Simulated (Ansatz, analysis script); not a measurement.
Computed results, one entry a study.

## Energy of spin spirals in TiClO

The structure is orthorhombic, space group Pmmn (No. 59). Conventional cell: a = 3.380 Å, b = 3.790 Å, c = 8.030 Å, α = 90.00°, β = 90.00°, γ = 90.00°. Ti has 4 O at 1.95 to 2.26 Å and 2 Cl at 2.32 Å nearest. Nearest to Cl lie 2 Ti at 2.32 Å. O has 4 Ti at 1.95 to 2.26 Å nearest. Farther neighbours and most contacts between anions are not listed.

```xyz
6
Lattice="3.3800 0.0000 0.0000 0.0000 3.7900 0.0000 0.0000 0.0000 8.0300" Properties=species:S:1:pos:R:3 pbc="T T T"
Ti    0.0000    1.8950    0.9797
Ti    1.6900    0.0000    7.0503
Cl    1.6900    1.8950    2.5696
Cl    0.0000    0.0000    5.4604
O     1.6900    1.8950    7.5080
O     0.0000    0.0000    0.5220
```

```yaml
method: PBEsol with U = 3 eV on Ti d (ortho-atomic projectors), PAW set soft_1 (files made for PBE); spin spirals by the generalised Bloch theorem, no spin–orbit coupling (and 2 further levels or steps)
program: Ansatz 0.2.0 and analysis script 1
settings_of_one_run: cutoff 420 eV, 8×8×4 k-mesh, Fermi-Dirac occupations, smearing width 0.05 eV, cone angle 90 °, directions locked on, wavevectors 9, starting moments 0.67 -0.67 0 0 0 0 μB
notes: The database entry behind the starting cell differs from later determinations by our own check (old inner coordinates). The program’s warnings: symmetry auto disabled. No spin model is given, since this treatment keeps to cells with one magnetic atom. States with other phases between the sublattices can lie lower than any point of this path.
lowest_point_of_the_path: q = (0.5, 0, 0), -24.4 meV a magnetic atom from q = 0
highest_point: 0.414 meV a magnetic atom
```

The state at q = (0.5, 0, 0) lies 24.4 meV a magnetic atom below the antiferromagnetic start, so that start is not the lowest state. The moments change by at most 4 % from their size at q = 0, so they are well localised.

[Logs and program files are shortened in this print: banners, set-up blocks, solver, clock and traceback lines can be left out without a mark of their own.]

[Logs are printed without paths, hosts, clocks, repeated set-up lines and the standing remarks that a program may print on its own settings, such as how far it seeks lower states.]

[Hosts, paths, dates, database ids (printed as entryN), source tags and the programs' standing remarks are cut or masked in the printed files.]
